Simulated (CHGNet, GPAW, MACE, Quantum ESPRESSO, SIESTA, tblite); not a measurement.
# Random packing of P45S55 (at. %) (78 atoms) in GPAW, part 2 of 2

Aim: run random packing of P45S55 (at. %) (78 atoms) in GPAW and see how near its forces come to a plane-wave reference, and at what cost.

Program: GPAW 26.7.0; the method stands at each step. Banners, paths, timers and routine set-up lines are dropped from the logs unmarked, and long logs keep their key lines alone; longer cuts are marked.

So far. Step 4 (PBE, LCAO szp(dzp), h 0.2 Å): Against the first run (12 %), the force difference from the reference is 33 %, at 0.78 times the CPU time, with 702 basis functions against 1014: the smaller basis costs accuracy. Step 5 (PBE, LCAO dzp, h 0.2 Å, other mixer settings): Against the first run (12 %), the force difference from the reference is 12 %, at 1.4 times the CPU time (37 SCF steps against 25): another solver or mixer reaches the same state.

## Step 6: PBE, grid h 0.2 Å

Method: Kohn-Sham DFT, PBE, PAW, finite differences on a real-space grid.

run.py

```python
import numpy as np
from ase.io import read
from gpaw import GPAW, FermiDirac
from ase.parallel import parprint as print

atoms = read("structure.xyz")
atoms.calc = GPAW(
    mode="fd",
    h=0.2,
    xc="PBE",
    kpts={"size": (1, 1, 1), "gamma": True},
    occupations=FermiDirac(0.05),
    maxiter=200,
    symmetry={"point_group": False},
    nbands=258,
    txt="gpaw.txt",
)
energy = atoms.get_potential_energy(force_consistent=True)
forces = atoms.get_forces()
print(f"energy {energy:.6f} eV")
print("forces (eV/A)")
for i, (a, f) in enumerate(zip(atoms, forces)):
    print(f"{i:4d} {a.symbol:2s} {f[0]:10.5f} {f[1]:10.5f} {f[2]:10.5f}")
print(f"Fermi level {atoms.calc.get_fermi_level():.4f} eV")
for k in range(len(atoms.calc.get_ibz_k_points())):
    for s in range(atoms.calc.get_number_of_spins()):
        e = atoms.calc.get_eigenvalues(kpt=k, spin=s)
        n = np.searchsorted(e, atoms.calc.get_fermi_level())
        print(f"k {k} spin {s} levels about the Fermi level:", np.round(e[max(n - 6, 0):n], 4).tolist(), "|", np.round(e[n:n + 6], 4).tolist())
```

structure.xyz

```xyz
78
Lattice="12.56590 0.00000 0.00000 0.00000 12.56590 0.00000 0.00000 0.00000 12.56590" Properties=species:S:1:pos:R:3 pbc="T T T"
[... 78 atom lines left out: the same atoms as in the first run ...]
```

Command:

```bash
> OMP_NUM_THREADS=1 mpirun -np 4 gpaw python run.py > output.txt
```

What it wrote:

```text
energy -280.456042 eV
forces (eV/A)
   0 P    -0.42122   -0.53121    0.66806
   1 P     1.26905   -0.28383    0.66168
   2 P     0.78346   -1.15697    1.08605
   3 P     0.98497   -0.98294   -0.79066
   4 P    -0.25075    1.45770    1.93371
   5 P     0.92559   -0.74125    0.85712
   6 P    -0.12852    0.67437   -0.43182
   7 P    -1.74975   -0.92133    0.18412
   8 P     1.47684    1.05017    0.44740
   9 P     1.00611    0.94099    0.52894
  10 P    -0.68246    1.96507    1.15047
  11 P    -0.89031   -0.25420   -0.91452
[...]
73 S     0.44342    0.64243   -0.07262
  74 S    -1.29947   -0.15237   -1.13114
  75 S     0.84098    0.18348    1.20820
  76 S     1.35022    0.29709   -1.48671
  77 S    -0.56698   -0.15463   -2.43228
Fermi level 3.0165 eV
k 0 spin 0 levels about the Fermi level: [2.8762, 2.886, 2.913, 2.9618, 2.9936, 3.0087] | [3.0558, 3.069, 3.1012, 3.1524, 3.1671, 3.1839]
```

gpaw.txt:

```text
Input parameters:
  mode=FD(),
  h=0.2,
  kpts=MonkhorstPack(size=(1, 1, 1), gamma=True),
  maxiter=200,
  nbands=258,
  occupations=Occupations(name='fermi-dirac', width=0.05, fixmagmom=False),
  symmetry=Symmetry(point_group=False),
  xc=XC(name='PBE')
Diagonalizing LCAO Hamiltonian
[... lines left out ...]
  Converge bands: occupied
[... lines left out ...]
  Fermi-Dirac:
[... lines left out ...]
convergence criteria:
- Maximum [total energy] change in last 3 cyles: 0.0005 eV / valence electron
[... lines left out ...]
Converged in 37 steps
[... lines left out ...]
  Free energy:    -280.456042
[... lines left out ...]
dipole moment: (14.897480, -104.068429, -62.748905)  # |e|*Ang
Fermi level: 3.016
Eigenvalues  # (at kpt = [0.000, 0.000, 0.000])
| band index |      eig [eV] | occ [0-2] |
|------------|---------------|-----------|
|          0 |       -12.204 |     2.000 |
|        ... |               |           |
|        209 |         2.817 |     1.964 |
|        210 |         2.849 |     1.933 |
[...]
|        224 |         3.251 |     0.018 |
|        ... |               |           |
|        257 |         4.415 |     0.000 |
Gap: 0.047 eV
Transition (v -> c):
  (s=0, k=0, n=216, [0.00, 0.00, 0.00]) -> (s=0, k=0, n=217, [0.00, 0.00, 0.00])
No difference between direct/indirect transitions
Force computation time: 2.555  # s
```

It took 6.9 min on 4 MPI ranks of Arm Neoverse V2, shared host; peak memory 3.5 GiB.

Against the reference:

```yaml
r_m_s_force_component: 0.8983 eV/Å
r_m_s_difference_of_force_components: 25.43 meV/Å
longest_difference_of_force_vectors: 122.9 meV/Å
force_difference_over_r_m_s_force: 2.822 %
slope_of_forces_against_the_reference_s: 0.9965
correlation_of_force_components: 0.9996
```

Against the first run (12 %), the force difference from the reference is 2.8 %, at 10 times the CPU time (on 4 against 1 cores) (37 SCF steps against 25).

The difference per atom is largest on S (0.050 eV/Å on average, against 0.017 on P).

## Step 7: Side by side

Differences are against the plane-wave reference, forces as r.m.s. over components; share is that over the reference's r.m.s. force, slope the least-squares factor from reference forces to these. Total energies of different programs have different zeros and aren't compared.

```tsv
run	Δ force, r.m.s. (meV/Å)	share (%)	slope	cores	CPU time	memory (GiB)
reference	-	-	-	4	38 min	5.0
GPAW PBE, LCAO dzp, h 0.2 Å	108	12.0	0.925	1	2.7 min	1.4
GPAW PBE, LCAO dzp, h 0.28 Å (coarse)	116	12.9	0.922	1	97 s	0.58
GPAW PBE, LCAO szp(dzp), h 0.2 Å (coarse)	296	32.9	0.778	1	2.1 min	1.4
GPAW PBE, LCAO dzp, h 0.2 Å, other mixer settings	109	12.1	0.925	1	3.8 min	1.3
GPAW PBE, grid h 0.2 Å	25.4	2.82	0.997	4	28 min	3.5
```

Rows marked coarse were listed beforehand as settings not expected to be converged; some can still land near the reference.

CPU time is summed over cores on a shared host, where runs went side by side, so it is rough. Symmetry, cutoffs, thresholds, outputs and thread counts weren't matched or tuned between programs; memory under MPI is the largest rank's times the ranks.

Within one program, basis, potentials and functional, energies share a zero. Each run against its twin at the usual cutoff or grid and solver:

```tsv
run	twin	Δ energy (meV/atom)	Δ force, r.m.s. (meV/Å)	CPU time over the twin's
GPAW PBE, LCAO dzp, h 0.28 Å	LCAO dzp, h 0.2 Å	212	41.9	0.60
GPAW PBE, LCAO dzp, h 0.2 Å, other mixer settings	LCAO dzp, h 0.2 Å	0	3.02	1.4
```

A second geometry, displaced anew (every atom was moved at random, 0.04 Å r.m.s. a Cartesian component), gives an energy difference that all programs can be tested on. The reference puts it at -3.268 meV/atom.

```tsv
run	energy less the first geometry's (meV/atom)	error (meV/atom)	force share at the second geometry (%)
GPAW PBE, LCAO dzp, h 0.2 Å	-1.754	1.51	13.3
GPAW PBE, LCAO dzp, h 0.28 Å	-1.977	1.29	13.4
GPAW PBE, LCAO szp(dzp), h 0.2 Å	-0.4694	2.80	35.5
GPAW PBE, LCAO dzp, h 0.2 Å, other mixer settings	-1.754	1.51	13.5
GPAW PBE, grid h 0.2 Å	-3.169	0.0986	3.17
```

## Step 8: What came out

```
nearest in forces : GPAW PBE, grid h 0.2 Å, 2.8 %
its CPU time      : 28 min
```

What this shows: PBE on plane waves or a grid with other potentials, cutoffs or grids, coarse settings apart, differs from the reference by 2.8 % (GPAW PBE, grid h 0.2 Å) of the r.m.s. force; this holds the reference's own error, so differences of a few per cent don't tell which side is nearer the exact PBE result. The PBE runs in local orbitals, coarse settings apart, differ by 12 % in each run; basis, grid and potentials can all enter. Runs with settings chosen to be coarse differ by 13 % (GPAW PBE, LCAO dzp, h 0.28 Å) to 33 % (GPAW PBE, LCAO szp(dzp), h 0.2 Å), their programs' other errors included. Of the electronic-structure runs that take under half the reference's CPU time, GPAW PBE, LCAO dzp, h 0.2 Å is among the nearest, at 12 % in 2.7 min against 38 min. The energy difference between the two geometries, -3.27 meV/atom in the reference, is met best by GPAW PBE, grid h 0.2 Å (+0.0986) and worst by GPAW PBE, LCAO szp(dzp), h 0.2 Å (coarse) (+2.8). The electron count is odd in these runs, and they have no spin polarisation, so the unpaired electron is spread evenly over both spins. The reference's pressure of -9.8 GPa belongs to a cell and atoms that aren't relaxed at this level. The electronic-structure runs sample only Γ, in a cell whose shortest periodic width is 13 Å, which is coarse for a cell with partly filled levels.

[Also dropped from logs without a mark: logging warnings of Python, and SIESTA's first energy breakdown and zero terms.]

[Logs are printed without paths, hosts, clocks, repeated set-up lines and the standing remarks that a program may print on its own settings, such as how far it seeks lower states.]

[Hosts, paths, dates, database ids (printed as entryN), source tags and the programs' standing remarks are cut or masked in the printed files.]
